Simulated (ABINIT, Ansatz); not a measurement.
An input for ABINIT 10.8.3 (WSe2 (P6_3/mmc)):

```
acell 3*1.0 Angstrom
rprim 
  3.290000000028 -0.000000000007 0.000000000000
  -1.645000000008 2.849223578479 0.000000000000
  0.000000000000 0.000000000000 12.970000000000
ntypat 2
znucl 74 34
natom 6
typat 1 1 2 2 2 2
xred 
  0.333333333333 0.666666666667 0.250000000000
  0.666666666667 0.333333333333 0.750000000000
  0.333333333333 0.666666666667 0.621000000000
  0.666666666667 0.333333333333 0.121000000000
  0.333333333333 0.666666666667 0.879000000000
  0.666666666667 0.333333333333 0.379000000000
pp_dirpath "pseudos"
pseudos "W.upf, Se.upf"
ecut 58
ngkpt 3 3 1
nshiftk 1
shiftk 0 0 0
kptopt 1
chksymbreak 0
istwfk *1
occopt 1
irdwfk 1
optdriver 3
nband 210
ecuteps 5.2
inclvkb 2
awtr 1
symchi 1
indata_prefix "in"
outdata_prefix "out"
tmpdata_prefix "tmp"
```

The database entry behind the starting cell differs from later determinations by our own check (a about 0.2 % long), so it need not match the best structure at ambient conditions.

```sh
OMP_NUM_THREADS=1 mpirun -n 16 abinit run.abi > log
```

How long will it take on 16 MPI ranks of Arm Neoverse V2, shared host, and how much memory?

It took 54 s; on shared hardware allow 27 s to 1.8 min. Peak host memory was 9.4 GiB.

[Paths, hosts, dates, memory and timing lines, banners, echoed tables and standing remarks are left out of the program output.]

[Logs are printed without paths, hosts, clocks, repeated set-up lines and the standing remarks that a program may print on its own settings, such as how far it seeks lower states.]

[Runs of the session that timed out or met a known fault of the program may be left out.]

[Hosts, paths, dates, database ids (printed as entryN), source tags and the programs' standing remarks are cut or masked in the printed files.]

[G0W0 gaps are taken among the corrected bands and points alone; a level outside them can change the order at an edge.]

[Where Ansatz stands beside ABINIT at settings called matched, ABINIT's density can come from a denser mesh and the files from another edition; pairs whose starting gaps differed by over 0.03 eV were left out, so agreement reads better than it is.]
